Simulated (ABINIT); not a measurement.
# RbCaH3 (Pm-3m): G0W0 in ABINIT against the bands in the self-energy, part 2 of 2

How does the gap of RbCaH3 (Pm-3m) converge in the bands in the self-energy?

ABINIT 10.8.3; LDA and many-body steps on it, plane waves. Known limits of the many-body steps: not at the basis limit; no spin-orbit coupling; coarse k mesh.

So far. Step 2 (Screening, 2×2×2 mesh, 163 bands, screening to 176.9 eV): Local fields lower ε∞ by 11 %. On a Γ-centred mesh this coarse the value itself is usually too large, while a short band sum pulls it down.

## (5) 49 bands

Level of this step: G0W0 on LDA, plane waves, norm-conserving pseudopotentials (ABINIT).

The self-energy is evaluated for the states that the input lists, and the levels follow from it, in one-shot runs by the linearised quasiparticle equation.

File run.abi:

```
acell 3*1.0 Angstrom
rprim 
  4.547000000000 0.000000000000 0.000000000000
  0.000000000000 4.547000000000 0.000000000000
  0.000000000000 0.000000000000 4.547000000000
ntypat 3
znucl 37 20 1
natom 5
typat 1 2 3 3 3
xred 
  0.000000000000 0.000000000000 0.000000000000
  0.500000000000 0.500000000000 0.500000000000
  0.000000000000 0.500000000000 0.500000000000
  0.500000000000 0.000000000000 0.500000000000
  0.500000000000 0.500000000000 0.000000000000
pp_dirpath "pseudos"
pseudos "Rb.upf, Ca.upf, H.upf"
ecut 31
ngkpt 2 2 2
nshiftk 1
shiftk 0 0 0
kptopt 1
chksymbreak 0
istwfk *1
occopt 1
irdwfk 1
optdriver 4
nband 49
gwcalctyp 0
ecutsigx 31
symsigma 1
nkptgw 2
kptgw 
  0.5000000000 0.5000000000 0.0000000000
  0.0000000000 0.0000000000 0.0000000000
bdgw 
  10 14
  10 14
ecuteps 6.5
irdscr 1
ppmodel 1
indata_prefix "in"
outdata_prefix "out"
tmpdata_prefix "tmp"
```

Started as:

```sh
$ OMP_NUM_THREADS=1 mpirun -n 4 abinit run.abi > log
```

The program printed:

```text
.Version 10.8.3 of ABINIT. v10.8.2 released Aug 2026.

 Symmetries : space group Pm -3 m (#221); Bravais cP (primitive cubic)
[... echo of the input left out ...]
== DATASET  1 ==================================================================
-   mpi_nproc: 4, omp_nthreads: 1 (-1 if OMP is not activated)

--- !DatasetInfo
iteration_state: {dtset: 1, }
dimensions: {natom: 5, nkpt: 4, mband: 49, nsppol: 1, nspinor: 1, nspden: 1, mpw: 5248, }
cutoff_energies: {ecut:  31.0, pawecutdg:  -1.0, }
[...]
Band     E0 <VxcDFT>   SigX SigC(E0)      Z dSigC/dE  Sig(E)    E-E0       E
[...]
13   5.719 -13.158  -5.920  -3.834   0.781  -0.280 -10.500   2.658   8.377
       14   5.719 -13.158  -5.920  -3.834   0.781  -0.280 -10.500   2.658   8.377

== END DATASET(S) ==============================================================
================================================================================

 -outvars: echo values of variables after computation  --------
           etotal      0.0000000000E+00
            nband          49
             nkpt           4
          spgroup         221
 [... the other variables as echoed above ...]

 Calculation completed.
```

Wall time 10 s (4 MPI ranks of Arm Neoverse V1, shared host); peak memory 0.8 GiB; 42 s of CPU time.

This step gave:

```yaml
g0w0_gap_on_the_points_computed: 5.38 eV
starting_gap_on_the_mesh: 2.932 eV
k_of_the_valence_top: 0.5, 0.5, 0
k_of_the_conduction_bottom: 0.5, 0.5, 0
least_direct_g0w0_gap_on_the_computed_points: 5.38 eV
```

The gap on the mesh goes from 2.93 eV to 5.38 eV, a correction of +2.45 eV.

## (6) 100 bands

Changes to run.abi since step 5:

```diff
@@ -27,3 +27,3 @@
 optdriver 4
-nband 49
+nband 100
 gwcalctyp 0
```

The program printed:

```text
.Version 10.8.3 of ABINIT. v10.8.2 released Aug 2026.

 Symmetries : space group Pm -3 m (#221); Bravais cP (primitive cubic)
[... echo of the input left out ...]
== DATASET  1 ==================================================================
-   mpi_nproc: 4, omp_nthreads: 1 (-1 if OMP is not activated)

--- !DatasetInfo
iteration_state: {dtset: 1, }
dimensions: {natom: 5, nkpt: 4, mband: 100, nsppol: 1, nspinor: 1, nspden: 1, mpw: 5248, }
cutoff_energies: {ecut:  31.0, pawecutdg:  -1.0, }
[...]
Band     E0 <VxcDFT>   SigX SigC(E0)      Z dSigC/dE  Sig(E)    E-E0       E
[...]
13   5.719 -13.158  -5.920  -4.193   0.777  -0.287 -10.791   2.367   8.086
       14   5.719 -13.158  -5.920  -4.193   0.777  -0.287 -10.791   2.367   8.086

== END DATASET(S) ==============================================================
================================================================================

 -outvars: echo values of variables after computation  --------
           etotal      0.0000000000E+00
            nband         100
             nkpt           4
          spgroup         221
 [... the other variables as echoed above ...]

 Calculation completed.
```

Run time: 17 s. Hardware: 4 MPI ranks; peak memory 0.89 GiB; 68 s of CPU time.

Numbers from this step:

| Item | Value |
| --- | --- |
| G0W0 gap on the points computed | 5.435 eV |
| starting gap on the mesh | 2.932 eV |
| k of the valence top | 0.5, 0.5, 0 |
| k of the conduction bottom | 0.5, 0.5, 0 |
| least direct G0W0 gap on the computed points | 5.435 eV |

Against the run before, the gap moves by +0.055 eV.

## (7) 163 bands

Changes to run.abi since step 6:

```diff
@@ -27,3 +27,3 @@
 optdriver 4
-nband 100
+nband 163
 gwcalctyp 0
```

The program printed:

```text
.Version 10.8.3 of ABINIT. v10.8.2 released Aug 2026.

 Symmetries : space group Pm -3 m (#221); Bravais cP (primitive cubic)
[... echo of the input left out ...]
== DATASET  1 ==================================================================
-   mpi_nproc: 4, omp_nthreads: 1 (-1 if OMP is not activated)

--- !DatasetInfo
iteration_state: {dtset: 1, }
dimensions: {natom: 5, nkpt: 4, mband: 163, nsppol: 1, nspinor: 1, nspden: 1, mpw: 5248, }
cutoff_energies: {ecut:  31.0, pawecutdg:  -1.0, }
[...]
Band     E0 <VxcDFT>   SigX SigC(E0)      Z dSigC/dE  Sig(E)    E-E0       E
[...]
13   5.719 -13.158  -5.920  -4.379   0.776  -0.289 -10.940   2.218   7.937
       14   5.719 -13.158  -5.920  -4.379   0.776  -0.289 -10.940   2.218   7.937

== END DATASET(S) ==============================================================
================================================================================

 -outvars: echo values of variables after computation  --------
           etotal      0.0000000000E+00
            nband         163
             nkpt           4
          spgroup         221
 [... the other variables as echoed above ...]

 Calculation completed.
```

It took 26 s on 4 MPI ranks; peak memory 1 GiB.

Numbers from this step:

```yaml
g0w0_gap_on_the_points_computed: 5.451 eV
starting_gap_on_the_mesh: 2.932 eV
k_of_the_valence_top: 0.5, 0.5, 0
k_of_the_conduction_bottom: 0.5, 0.5, 0
least_direct_g0w0_gap_on_the_computed_points: 5.451 eV
```

Against the run before, the gap moves by +0.016 eV.

## (8) Side by side

Times are wall times on 4 MPI ranks of Arm Neoverse V1, shared host, good to a factor of about two. A run's time includes the screening step that it read.

```tsv
run	mesh	bands	screening cutoff (eV)	DFT gap (eV)	gap on the mesh (eV)	direct (eV)	ε∞ used	time
19 bands	2×2×2	19	176.9	2.932	5.273	5.273	3.81	22 s
24 bands	2×2×2	24	176.9	2.932	5.237	5.237	3.81	22 s
49 bands	2×2×2	49	176.9	2.932	5.380	5.380	3.81	26 s
100 bands	2×2×2	100	176.9	2.932	5.435	5.435	3.81	32 s
163 bands	2×2×2	163	176.9	2.932	5.451	5.451	3.81	41 s
```

## (9) Outcome

```
19 bands     : 5.273 eV
24 bands     : 5.237 eV
49 bands     : 5.380 eV
100 bands    : 5.435 eV
163 bands    : 5.451 eV
known limits : not at the basis limit; no spin-orbit coupling; coarse k mesh
```

The setting moved: bands in the self-energy. From 19 bands to 163 bands the gap moves by +0.18 eV, not steadily: it passes through 5.24 eV. The last step still moves it by +0.016 eV. Bands and screening cutoff are coupled, so a series along one setting does not show full convergence. Bands and cutoff are finite, so the gap is not at the basis limit. The miss can reach some tenths of an eV and take either sign; the mesh is an error of its own. In the first G0W0 run levels were corrected at 2 k points alone, so a gap called «on the mesh» is the least over those, and an edge elsewhere would be missed. The 2×2×2 mesh is coarse for this cell, which bears on the long-range parts of exchange and screening. This is the ideal cubic cell; many perovskites, halides above all, are cubic only on average, and local tilts or off-centring can widen the gap. The many-body steps are scalar-relativistic: spin-orbit coupling is not in them.

[Paths, hosts, dates, memory and timing lines, banners, echoed tables and standing remarks are left out of the program output.]

[Logs are printed without paths, hosts, clocks, repeated set-up lines and the standing remarks that a program may print on its own settings, such as how far it seeks lower states.]

[Runs of the session that timed out or met a known fault of the program may be left out.]

[No measured gap is set beside runs whose start may be inverted or whose files or cutoffs have a known fault.]

[Hosts, paths, dates, database ids (printed as entryN), source tags and the programs' standing remarks are cut or masked in the printed files.]

[G0W0 gaps are taken among the corrected bands and points alone; a level outside them can change the order at an edge.]

[Where Ansatz stands beside ABINIT at settings called matched, ABINIT's density can come from a denser mesh and the files from another edition; pairs whose starting gaps differed by over 0.03 eV were left out, so agreement reads better than it is.]
